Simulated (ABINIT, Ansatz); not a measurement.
# Lattice dynamics of Sn (Fd-3m) in two programs, part 2 of 5

How does Sn (Fd-3m) vibrate, and is this structure a minimum?

ABINIT 10.8.3; DFT LDA, scalar-relativistic, plane waves, PseudoDojo norm-conserving pseudopotentials.

So far. Step 3 (Relaxing the cell and atoms): The volume changes by +0.4 % in this run and stands +0.4 % from the first cell. Step 4 (Ground state): The cell stands at -1.1 GPa: the relaxation ran with a smoothed and higher cutoff, and the difference is a stress of the finite basis. The relaxed cell has a = 6.475 Å (conventional setting).

The database entry behind the starting cell differs from later determinations by our own check (about 0.3 % short, nanocrystals), so it need not match the best structure at ambient conditions.

### Step 5. Zone-centre response

At q = 0 one unit cell holds all displacements. The response is solved for single atoms along the cell's directions, and symmetry skips those that follow from others. The crystal is treated as a metal, which screens a static field, so no field response is asked.

The input, dfpt_gamma.abi:

```

# common to the responses
getwfk_filepath "gso_WFK"
kptopt 2
nqpt 1
qpt 0.0 0.0 0.0
asr 0
chneut 0

# displacements
rfphon 1
rfatpol 1 2
rfdir 1 1 1
tolvrs 1.0d-10
prtwf 0

# basis, mesh and filling
ecut 32.0
ngkpt 10 10 10
nshiftk 1
shiftk 0.0 0.0 0.0
istwfk *1
occopt 7
tsmear 0.01
nband 21
nstep 100
diemac 1000000.0
prtebands 0
prtgsr 0
useylm 1

# cell and atoms
acell 3*1.0 Angstrom
rprim 
    0.0 3.237459244 3.237459244
    3.237459244 0.0 3.237459244
    3.237459244 3.237459244 0.0
ntypat 1
znucl 50
natom 2
typat 1 1
xred 
    0.0 0.0 0.0
    0.25 0.25 0.25
pp_dirpath "./pseudo"
pseudos "Sn.upf"
```

Run with:

```console
> OMP_NUM_THREADS=1 mpirun -n 8 abinit dfpt_gamma.abi > dfpt_gamma.log
```

Numbers of over 12 decimals in the logs are rounded to 6 here.

dfpt_gamma.abo, the main output file:

```text
[banners, grids, parts of the stress and lines that vanish by symmetry left out]
- input  file    -> dfpt_gamma.abi
- output file    -> dfpt_gamma.abo
- root for input  files -> dfpt_gammai
- root for output files -> dfpt_gammao

 Symmetries : space group Fd -3 m (#227); Bravais cF (face-center cubic)
================================================================================
 Values of the parameters that define the memory need of the present run (RF).
     intxc =       0      iscf =       7    lmnmax =      18     lnmax =       6
     mgfft =      48  mpssoang =       3    mqgrid =    3001     natom =       2
  nloc_mem =       1    nspden =       1   nspinor =       1    nsppol =       1
      nsym =      48    n1xccc =    2501    ntypat =       1    occopt =       7
   xclevel =       1
-    mband =          21        mffmem =           1         mkmem =          63
-   mkqmem =          63        mk1mem =          63           mpw =        3988
      nfft =      110592          nkpt =         504
- my_mband =          21
================================================================================
================================================================================

--------------------------------------------------------------------------------
------------- Echo of variables that govern the present computation ------------
--------------------------------------------------------------------------------
-
- outvars: echo of selected default values
-   iomode0 =  0 , fftalg0 =312 , wfoptalg0 =  0
-
- outvars: echo of global parameters not present in the input file
-  max_nthreads =    1
-
 -outvars: echo values of preprocessed input variables
 [... echo left out ...]
================================================================================

 chkinp: Checking input parameters for consistency.

================================================================================
== DATASET  1 ==================================================================
-   mpi_nproc: 8, omp_nthreads: 1 (-1 if OMP is not activated)

--- !DatasetInfo
iteration_state: {dtset: 1, }
dimensions: {natom: 2, nkpt: 504, mband: 21, nsppol: 1, nspinor: 1, nspden: 1, mpw: 3988, }
cutoff_energies: {ecut:  32.0, pawecutdg:  -1.0, }
electrons: {nelect:   2.80000000E+01, charge:   0.00000000E+00, occopt:   7.00000000E+00, tsmear:   1.00000000E-02, }
meta: {optdriver: 1, rfphon: 1, }
...

 mkfilename: getwfk from: gso_WFK

 Real(R)+Recip(G) space primitive vectors, cartesian coordinates (Bohr,Bohr^-1):
 R(1)=  0.0000000  6.1179113  6.1179113  G(1)= -0.0817272  0.0817272  0.0817272
 R(2)=  6.1179113  0.0000000  6.1179113  G(2)=  0.0817272 -0.0817272  0.0817272
 R(3)=  6.1179113  6.1179113  0.0000000  G(3)=  0.0817272  0.0817272 -0.0817272
 Unit cell volume ucvol=  4.5797263E+02 bohr^3
 Angles (23,13,12)=  6.00000000E+01  6.00000000E+01  6.00000000E+01 degrees
 setup1 : take into account q-point for computing boxcut.

 getcut: wavevector=  0.0000  0.0000  0.0000  ngfft=  48  48  48
         ecut(hartree)=     32.000   => boxcut(ratio)=   2.17863

--- Pseudopotential description ------------------------------------------------
- pspini: atom type   1  psp file is ./pseudo/Sn.upf

   1.81892338E+03                                ecore*ucvol(ha*bohr**3)
--------------------------------------------------------------------------------

 ==>  initialize data related to q vector <==

 The list of irreducible perturbations for this q vector is:
    1)    idir= 1    ipert=   1

================================================================================

 The perturbation idir=   2  ipert=   1 is
 symmetric of a previously calculated perturbation.
 So, its SCF calculation is not needed.

 The perturbation idir=   3  ipert=   1 is
 symmetric of a previously calculated perturbation.
 So, its SCF calculation is not needed.

 The perturbation idir=   1  ipert=   2 is
 symmetric of a previously calculated perturbation.
 So, its SCF calculation is not needed.

 The perturbation idir=   2  ipert=   2 is
 symmetric of a previously calculated perturbation.
 So, its SCF calculation is not needed.

 The perturbation idir=   3  ipert=   2 is
 symmetric of a previously calculated perturbation.
 So, its SCF calculation is not needed.

--------------------------------------------------------------------------------
 Perturbation wavevector (in red.coord.)   0.000000  0.000000  0.000000
 Perturbation : displacement of atom   1   along direction   1
 Found     2 symmetries that leave the perturbation invariant.

--------------------------------------------------------------------------------

--------------------------------------------------------------------------------

 dfpt_looppert : total number of electrons, from k and k+q
  fully or partially occupied states are    2.800000E+01 and    2.800000E+01.
 Initialisation of the first-order wave-functions :
  ireadwf=   0

--- !BeginCycle
iteration_state: {dtset: 1, }
solver: {iscf: 7, nstep: 100, nline: 4, wfoptalg: 0, }
tolerances: {tolvrs: 1.00E-10, }
...

     iter   2DEtotal(Ha)        deltaE(Ha) residm    vres2
-ETOT  1   12.167029990496     -2.485E+04 1.499E+01 5.270E+02
 ETOT  2   5.907684     -6.259E+00 8.829E-02 4.482E+02
 ETOT  3   5.787425     -1.203E-01 4.703E-03 3.178E+01
 ETOT  4   5.782006     -5.419E-03 4.569E-03 1.355E+00
 ETOT  5   5.781683     -3.230E-04 1.551E-04 2.534E-02
 ETOT  6   5.781677     -5.594E-06 1.903E-04 6.807E-04
 ETOT  7   5.781677     -1.856E-07 1.008E-05 3.835E-05
 ETOT  8   5.781677     -1.539E-08 1.068E-05 1.022E-06
 ETOT  9   5.781677     -1.855E-10 8.634E-07 2.985E-08
 ETOT 10   5.781677     -1.091E-11 8.531E-07 1.680E-09
 ETOT 11   5.781677      5.821E-11 1.156E-07 6.091E-11

 At SCF step   11       vres2   =  6.09E-11 < tolvrs=  1.00E-10 =>converged.
================================================================================

 Mean square residual over all n,k,spin=   55.095E-12; max=  11.560E-08

 Thirteen components of 2nd-order total energy (hartree) are
 1,2,3: 0th-order hamiltonian combined with 1st-order wavefunctions
     kin0=   3.18826411E+04 eigvalue=   2.89817437E+03  local=  -1.55211312E+04
 4,5,6: 1st-order hamiltonian combined with 1st and 0th-order wfs
 loc psp =  -6.54845910E+03  Hartree=   2.13025291E+03     xc=  -3.58944054E+02
 note that "loc psp" includes a xc core correction that could be resolved
 7,8,9: eventually, occupation + non-local contributions
    edocc=   2.91866288E+01     enl0=   3.79787314E+03   enl1=  -4.31676466E+04
 1-9 gives the relaxation energy (to be shifted if some occ is /=2.0)
   erelax=  -2.48580528E+04
 10,11,12 Non-relaxation  contributions : frozen-wavefunctions and Ewald
 fr.local=   3.00784324E+03 fr.nonlo=   2.15836548E+04  Ewald=   1.34196597E+02
 13,14 Frozen wf xc core corrections (1) and (2)
 frxc 1  =  -8.91557526E+02  frxc 2 =   1.02969737E+03
 Resulting in :
 2DEtotal=    0.5781677202E+01 Ha. Also 2DEtotal=    0.157327451490E+03 eV
    (2DErelax=   -2.4858052846E+04 Ha. 2DEnonrelax=    2.4863834523E+04 Ha)
    (  non-var. 2DEtotal :    5.7816769969E+00 Ha)

================================================================================

 ---- first-order wavefunction calculations are completed ----

 ==> Compute Derivative Database <==

  2nd-order matrix (non-cartesian coordinates, masses not included,
   asr not included )
     j1       j2             matrix element
  dir pert dir pert     real part     imaginary part

   1    1   1    1         5.7815816149         0.0000000000
   1    1   2    1         2.8907908075         0.0000000000
   1    1   3    1         2.8907908075         0.0000000000
   1    1   1    2        -5.7813121621        -0.0000000000
   1    1   2    2        -2.8906560810        -0.0000000000
   1    1   3    2        -2.8906560810         0.0000000000
   1    1   2    4         0.0000000000         0.0000000000
   1    1   3    4         0.0000000000         0.0000000000

   2    1   1    1         2.8907908075         0.0000000000
   2    1   2    1         5.7815816150         0.0000000000
   2    1   3    1         2.8907908075         0.0000000000
   2    1   1    2        -2.8906560810        -0.0000000000
   2    1   2    2        -5.7813121621        -0.0000000000
   2    1   3    2        -2.8906560810         0.0000000000
   2    1   1    4         0.0000000000         0.0000000000
   2    1   3    4         0.0000000000         0.0000000000

   3    1   1    1         2.8907908075         0.0000000000
   3    1   2    1         2.8907908075         0.0000000000
   3    1   3    1         5.7815816149         0.0000000000
   3    1   1    2        -2.8906560810         0.0000000000
   3    1   2    2        -2.8906560810         0.0000000000
   3    1   3    2        -5.7813121621        -0.0000000000
   3    1   1    4         0.0000000000         0.0000000000
   3    1   2    4         0.0000000000         0.0000000000

   1    2   1    1        -5.7813121621         0.0000000000
   1    2   2    1        -2.8906560810         0.0000000000
   1    2   3    1        -2.8906560810        -0.0000000000
   1    2   1    2         5.7815816149         0.0000000000
   1    2   2    2         2.8907908075         0.0000000000
   1    2   3    2         2.8907908075         0.0000000000
   1    2   2    4         0.0000000000         0.0000000000
   1    2   3    4         0.0000000000         0.0000000000

   2    2   1    1        -2.8906560810         0.0000000000
   2    2   2    1        -5.7813121621         0.0000000000
   2    2   3    1        -2.8906560810        -0.0000000000
   2    2   1    2         2.8907908075         0.0000000000
   2    2   2    2         5.7815816150         0.0000000000
   2    2   3    2         2.8907908075         0.0000000000
   2    2   1    4         0.0000000000         0.0000000000
   2    2   3    4         0.0000000000         0.0000000000

   3    2   1    1        -2.8906560810        -0.0000000000
   3    2   2    1        -2.8906560810        -0.0000000000
   3    2   3    1        -5.7813121621         0.0000000000
   3    2   1    2         2.8907908075         0.0000000000
   3    2   2    2         2.8907908075         0.0000000000
   3    2   3    2         5.7815816149         0.0000000000
   3    2   1    4         0.0000000000         0.0000000000
   3    2   2    4         0.0000000000         0.0000000000

   1    4   2    1         0.0000000000         0.0000000000
   1    4   3    1         0.0000000000         0.0000000000
   1    4   2    2         0.0000000000         0.0000000000
   1    4   3    2         0.0000000000         0.0000000000

   2    4   1    1         0.0000000000         0.0000000000
   2    4   3    1         0.0000000000         0.0000000000
   2    4   1    2         0.0000000000         0.0000000000
   2    4   3    2         0.0000000000         0.0000000000

   3    4   1    1         0.0000000000         0.0000000000
   3    4   2    1         0.0000000000         0.0000000000
   3    4   1    2         0.0000000000         0.0000000000
   3    4   2    2         0.0000000000         0.0000000000

  Dynamical matrix, in cartesian coordinates,
   if specified in the inputs, asr has been imposed
     j1       j2             matrix element
  dir pert dir pert     real part    imaginary part

   1    1   1    1         0.0772343171         0.0000000000
   1    1   2    1        -0.0000000000         0.0000000000
   1    1   3    1         0.0000000000         0.0000000000
   1    1   1    2        -0.0772307175        -0.0000000000
   1    1   2    2        -0.0000000000         0.0000000000
   1    1   3    2        -0.0000000000         0.0000000000

   2    1   1    1        -0.0000000000         0.0000000000
   2    1   2    1         0.0772343171         0.0000000000
   2    1   3    1        -0.0000000000         0.0000000000
   2    1   1    2        -0.0000000000         0.0000000000
   2    1   2    2        -0.0772307175        -0.0000000000
   2    1   3    2        -0.0000000000         0.0000000000

   3    1   1    1        -0.0000000000         0.0000000000
   3    1   2    1        -0.0000000000         0.0000000000
   3    1   3    1         0.0772343171         0.0000000000
   3    1   1    2        -0.0000000000         0.0000000000
   3    1   2    2        -0.0000000000         0.0000000000
   3    1   3    2        -0.0772307175        -0.0000000000

   1    2   1    1        -0.0772307175         0.0000000000
   1    2   2    1        -0.0000000000        -0.0000000000
   1    2   3    1        -0.0000000000        -0.0000000000
   1    2   1    2         0.0772343171         0.0000000000
   1    2   2    2        -0.0000000000         0.0000000000
   1    2   3    2        -0.0000000000         0.0000000000

   2    2   1    1        -0.0000000000        -0.0000000000
   2    2   2    1        -0.0772307175         0.0000000000
   2    2   3    1        -0.0000000000        -0.0000000000
   2    2   1    2        -0.0000000000         0.0000000000
   2    2   2    2         0.0772343171         0.0000000000
   2    2   3    2        -0.0000000000         0.0000000000

   3    2   1    1        -0.0000000000        -0.0000000000
   3    2   2    1        -0.0000000000        -0.0000000000
   3    2   3    1        -0.0772307175         0.0000000000
   3    2   1    2        -0.0000000000         0.0000000000
   3    2   2    2        -0.0000000000         0.0000000000
   3    2   3    2         0.0772343171         0.0000000000

  Phonon wavevector (reduced coordinates) :  0.00000  0.00000  0.00000
 Phonon energies in Hartree :
   4.078492E-06  4.078492E-06  4.078493E-06  8.448729E-04  8.448729E-04
   8.448729E-04
 Phonon frequencies in cm-1    :
-  8.951255E-01  8.951255E-01  8.951257E-01  1.854282E+02  1.854282E+02
-  1.854282E+02

== END DATASET(S) ==============================================================
================================================================================

 -outvars: echo values of variables after computation
            acell      1.8897261259E+00  1.8897261259E+00  1.8897261259E+00 Bohr
           etotal      5.7816772019E+00
            fcart      0.0000000000E+00  0.0000000000E+00  0.0000000000E+00
           strten      0.0000000000E+00  0.0000000000E+00  0.0000000000E+00
================================================================================
```

Run time: 98 s. Hardware: 8 MPI ranks of Arm Neoverse V2, shared host.

Numbers from this step:

```yaml
largest_acoustic_frequency_at_the_zone_centre_before_the_sum_rule: 0.9 cm⁻¹
highest_optical_zone_centre_mode_no_lo_to_term: 185.4 cm⁻¹
lowest_optical_zone_centre_mode: 185.4 cm⁻¹
```

The acoustic modes at Γ come out as far as 0.9 cm⁻¹ from zero, where they should vanish, a small numerical error.

### Step 6. Modes with the sum rule

anaddb reads the merged derivatives and imposes the acoustic sum rule.

The input, anaddb.abi:

```
ddb_filepath "gamma_DDB"
output_file "anaddb.abo"
outdata_prefix "anaddb"
asr 1
chneut 1
enunit 2
eivec 1
nph1l 1
qph1l 0.0 0.0 0.0 1.0
```

The input, mrgddb.in:

```
gamma_DDB
merged
2
dfpt_gammao_DDB
gso_DDB
```

Run with:

```console
> mrgddb < mrgddb.in > mrgddb.log
> OMP_NUM_THREADS=1 anaddb anaddb.abi > anaddb.log
```

anaddb.abo, the main output file:

```text
-outvars_anaddb: echo values of input variables ----------------------

 Miscellaneous information :
      enunit         2
       eivec         1
         asr         1
 First list of wavevector (reduced coord.) :
       nph1l         1
       qph1l
                     0.00000000E+00  0.00000000E+00  0.00000000E+00    1.000E+00

================================================================================

 read the DDB information and perform some checks

  ==== Info on the Cryst% object ====
 Real(R)+Recip(G) space primitive vectors, cartesian coordinates (Bohr,Bohr^-1):
 R(1)=  0.0000000  6.1179113  6.1179113  G(1)= -0.0817272  0.0817272  0.0817272
 R(2)=  6.1179113  0.0000000  6.1179113  G(2)=  0.0817272 -0.0817272  0.0817272
 R(3)=  6.1179113  6.1179113  0.0000000  G(3)=  0.0817272  0.0817272 -0.0817272
 Unit cell volume ucvol=  4.5797263E+02 bohr^3
 Angles (23,13,12)=  6.00000000E+01  6.00000000E+01  6.00000000E+01 degrees
 Time-reversal symmetry is present
 Reduced atomic positions [iatom, xred, symbol]:
    1)    0.0000000  0.0000000  0.0000000  Sn
    2)    0.2500000  0.2500000  0.2500000  Sn

 DDB file with 3 blocks has been read.

================================================================================

 Treat the first list of vectors

  Phonon wavevector (reduced coordinates) :  0.00000  0.00000  0.00000
 Phonon energies in Hartree :
   0.000000E+00  0.000000E+00  0.000000E+00  8.448631E-04  8.448631E-04
   8.448631E-04
 Phonon energies in meV     :
-  0.000000E+00  0.000000E+00  0.000000E+00  2.298990E+01  2.298990E+01
-  2.298990E+01
 Phonon frequencies in cm-1    :
-  0.000000E+00  0.000000E+00  0.000000E+00  1.854260E+02  1.854260E+02
-  1.854260E+02
 Phonon frequencies in Thz     :
-  0.000000E+00  0.000000E+00  0.000000E+00  5.558932E+00  5.558932E+00
-  5.558932E+00
 Phonon energies in Kelvin  :
-  0.000000E+00  0.000000E+00  0.000000E+00  2.667867E+02  2.667867E+02
-  2.667867E+02

 Eigendisplacements
 (will be given, for each mode : in cartesian coordinates
   for each atom the real part of the displacement vector,
   then the imaginary part of the displacement vector - absolute values smaller than 1.0d-7 are set to zero)
  Mode number    1   Energy    0.000000E+00
 Attention : low frequency mode.
   (Could be unstable or acoustic mode)
-  1  0.00000000E+00  0.00000000E+00  1.52006199E-03
-     0.00000000E+00  0.00000000E+00  0.00000000E+00
-  2  0.00000000E+00  0.00000000E+00  1.52006199E-03
-     0.00000000E+00  0.00000000E+00  0.00000000E+00
  Mode number    2   Energy    0.000000E+00
 Attention : low frequency mode.
   (Could be unstable or acoustic mode)
-  1  0.00000000E+00  1.52006199E-03  0.00000000E+00
-     0.00000000E+00  0.00000000E+00  0.00000000E+00
-  2  0.00000000E+00  1.52006199E-03  0.00000000E+00
-     0.00000000E+00  0.00000000E+00  0.00000000E+00
  Mode number    3   Energy    0.000000E+00
 Attention : low frequency mode.
   (Could be unstable or acoustic mode)
-  1  1.52006199E-03  0.00000000E+00  0.00000000E+00
-     0.00000000E+00  0.00000000E+00  0.00000000E+00
-  2  1.52006199E-03  0.00000000E+00  0.00000000E+00
-     0.00000000E+00  0.00000000E+00  0.00000000E+00
  Mode number    4   Energy    8.448631E-04
-  1  0.00000000E+00  0.00000000E+00  1.52006199E-03
-     0.00000000E+00  0.00000000E+00  0.00000000E+00
-  2  0.00000000E+00  0.00000000E+00 -1.52006199E-03
-     0.00000000E+00  0.00000000E+00  0.00000000E+00
  Mode number    5   Energy    8.448631E-04
-  1  0.00000000E+00  1.52006199E-03  0.00000000E+00
-     0.00000000E+00  0.00000000E+00  0.00000000E+00
-  2  0.00000000E+00 -1.52006199E-03  0.00000000E+00
-     0.00000000E+00  0.00000000E+00  0.00000000E+00
  Mode number    6   Energy    8.448631E-04
-  1  1.52006199E-03  0.00000000E+00  0.00000000E+00
-     0.00000000E+00  0.00000000E+00  0.00000000E+00
-  2 -1.52006199E-03  0.00000000E+00  0.00000000E+00
-     0.00000000E+00  0.00000000E+00  0.00000000E+00

 Analysis of degeneracies and characters (maximum tolerance=1.00E-06 a.u.)
 For each vibration mode, or group of modes if degenerate,
 the characters are given for each symmetry operation (see the list in the log file).
 Symmetry characters of vibration mode #   1
       degenerate with vibration modes #   2 to    3
  3.0 -3.0 -1.0  1.0 -1.0  1.0 -1.0  1.0  1.0 -1.0 -1.0  1.0  1.0 -1.0 -1.0  1.0
  0.0 -0.0  0.0 -0.0 -0.0  0.0 -0.0  0.0  1.0 -1.0 -1.0  1.0 -1.0  1.0  1.0 -1.0
  0.0 -0.0 -0.0  0.0 -0.0  0.0  0.0 -0.0  1.0 -1.0  1.0 -1.0 -1.0  1.0 -1.0  1.0
 Symmetry characters of vibration mode #   4
       degenerate with vibration modes #   5 to    6
  3.0  3.0 -1.0 -1.0 -1.0 -1.0 -1.0 -1.0  1.0  1.0 -1.0 -1.0  1.0  1.0 -1.0 -1.0
  0.0  0.0 -0.0 -0.0  0.0  0.0  0.0  0.0  1.0  1.0 -1.0 -1.0 -1.0 -1.0  1.0  1.0
 -0.0 -0.0  0.0  0.0  0.0  0.0 -0.0 -0.0  1.0  1.0  1.0  1.0 -1.0 -1.0 -1.0 -1.0
-
```

Elapsed: 0.51 s, on 1 thread.

No LO-TO term; unit eigenvectors of the mass-weighted matrix, from anaddb's displacements. Modes at Γ:

```
mode  frequency (cm⁻¹)  symmetry
   1               0.0  acoustic
   2               0.0  acoustic
   3               0.0  acoustic
   4             185.4       T2g
   5             185.4       T2g
   6             185.4       T2g
```

Displacements in mode 5 (185.4 cm⁻¹), the largest set to 1:
```
Sn1  0.00  1.00  0.00
Sn2  0.00 -1.00  0.00
```

The rule moves no optical mode by more than 0.1 cm⁻¹.

(Part 2 of 5 ends here.)

[Host names and launcher messages were left out of these logs when they were recorded.]

[Logs are printed without paths, hosts, clocks, repeated set-up lines and the standing remarks that a program may print on its own settings, such as how far it seeks lower states.]

[Hosts, paths, dates, database ids (printed as entryN), source tags and the programs' standing remarks are cut or masked in the printed files.]
